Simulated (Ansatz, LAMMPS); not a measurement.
# Static equation of state of amorphous polyfuran (as short chains C14O3H12), from a frame at 300 K, (87 atoms)

Density of this cell: 1.22 g/cm³. The cell holds 87 atoms: 42 C, 9 O and 36 H. Its edges and angles: a = 9.211 Å, b = 11.062 Å, c = 9.489 Å, α = 78.0°, β = 98.5°, γ = 85.6°. The starting structure: 3 polyfuran chains of 3 units with methyl end groups placed at random, at 1.24 g/cm³; overlaps pushed apart, then 20 ps at 800 K with MMFF94 bonds, angles, torsions, charges and radii (Halgren, J. Comput. Chem. 17, 490 (1996)) in harmonic and 12-6 forms. Snapshot after 30 ps at 300 K and fixed volume.

Calculated with Ansatz 0.2.0: Kohn-Sham DFT, PBE+D3(BJ), PAW (set soft_2), plane waves; cutoff 420 eV, Γ point, fixed occupations. Cell and atoms were relaxed first, to V0 = 10.682 Å³ an atom at a residual P0 = 0.007 GPa. The cell was then scaled evenly, and the atoms were relaxed at each volume.

```
volume (Å³/atom)  pressure (GPa)
          9.6136           1.085
          10.041               ?
          10.361          0.1409
          11.002         -0.1288
          11.323         -0.2877
```

**Question.** Fit the third-order Birch–Murnaghan equation to the rows given and interpolate to the withheld row.

Worked fit:

Take the Eulerian strain f = ½[(V0/V)^(2/3) − 1] and the normalised pressure F = (P − P0) / [3f(1 + 2f)^(5/2)]. The third-order Birch–Murnaghan equation is then the line F = B0 + (3/2)B0(B′ − 4) f, so u = f and v = F.

| u = f | v = F (GPa) |
| --- | --- |
| 0.0363829 | 8.28840 |
| 0.0102570 | 4.14087 |
| -0.00975644 | 4.86867 |
| -0.0190505 | 5.67971 |

With n = 4: mean u = 0.00445821, mean v = 5.74441, Σ(u − ū)² = 0.0018075, Σ(u − ū)(v − v̄) = 0.085887. Slope b = 0.085887 / 0.0018075 = 47.516; intercept a = v̄ − b ū = 5.5326.

So B0 = a = 5.53 GPa and B′ = 4 + 2b/(3a) = 9.73. At the withheld volume f = 0.02106, F = a + b f = 6.533 GPa, and P = P0 + 3f(1 + 2f)^(5/2) F.

Prediction at 10.041: 0.4644 GPa. The run gave 0.5111 GPa, so the fit is low by 0.047 GPa (9.1 % of the value).

The series isn't one smooth equation of state: even a line fitted to all rows, the withheld one included, misses F by up to 48.9 %. B0 and B′ are then only the numbers of this fit, not moduli of the material. Among the rows given, the largest miss of the fit is at 9.6136, by 0.13 GPa (9.7 % of the range of the table).

Limits: Static cells at zero temperature; the cell shape is held. The program notes that the SCF threshold of these relaxations is loose for the stress. The network of contacts between molecules at the start is that of the classical potential that made the cell, and needn't be the one that DFT or experiment would give. Only the Γ point is sampled, in a cell whose shortest periodic width is 9 Å.

[Logs are printed without paths, hosts, clocks, repeated set-up lines and the standing remarks that a program may print on its own settings, such as how far it seeks lower states.]

[Hosts, paths, dates, database ids (printed as entryN), source tags and the programs' standing remarks are cut or masked in the printed files.]

[The MMFF94 radii named for the starting cell were scaled by 0.96; in molecules described by MMFF94, hydrogen bound to N, O or S took a small fixed 12-6 site in their place.]
